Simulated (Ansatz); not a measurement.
The crystal is AsP (buckled honeycomb monolayer).

The cell holds 2 atoms: 1 P and 1 As. Cell: a = 3.401 Å, b = 3.401 Å, c = 25.800 Å, α = 90.0°, β = 90.0°, γ = 120.0°. Vacuum lies along c.

```xyz
2
Lattice="3.4012 0.0000 0.0000 -1.7006 2.9455 0.0000 0.0000 0.0000 25.8000" Properties=species:S:1:pos:R:3
P     0.0000    1.9637   12.2401
As    1.7006    0.9818   13.5599
```

The structure was relaxed with PBEsol. The runs that relaxed it are not among those shown.

Gaps computed with Ansatz 0.2.0 without a self-energy: PBEsol 1.68 eV, PBEsol+SOC 1.59 eV and PBE0 3.10 eV.

Estimate the G0W0@PBEsol gap with 6×6×1 mesh, 501 empty bands, screening to 90 eV, PAW set soft_1 files.

About 2.71 eV: on its mesh the run moves the gap from 1.68 eV by +1.04 eV. Among the scalar-relativistic levels given, PBE0 is nearest (+0.39 eV). Spin-orbit coupling is not in that value; its −0.09 eV at the PBEsol level would bring it to about 2.62 eV. Bands and cutoff are finite, so the gap stands short of the basis limit, usually by up to a few tenths of an eV; the mesh is an error of its own. The many-body steps are scalar-relativistic: spin-orbit coupling is not in them.

[Long decimals in the printed logs are rounded to 6 places.]

[Logs are printed without paths, hosts, clocks, repeated set-up lines and the standing remarks that a program may print on its own settings, such as how far it seeks lower states.]

[Paths, hosts, dates, memory and timing lines, banners, echoed tables and standing remarks are left out of the program output; an Ansatz launch command may be rebuilt from the run's recorded settings. Measured values are a selection of at most five: reports struck by readers or far from the other reports are left out. None is set beside runs whose start may be inverted or whose files or cutoffs have a known fault.]

[Runs of the session that timed out or met a known fault of the program may be left out.]

[Cells called generated may have been cut or substituted from an entry of the Crystallography Open Database or the Materials Project.]

[Hosts, paths, dates, database ids (printed as entryN), source tags and the programs' standing remarks are cut or masked in the printed files.]

[Where the starting crystal was built by hand or by swapping elements, it need not be the compound's stable phase.]
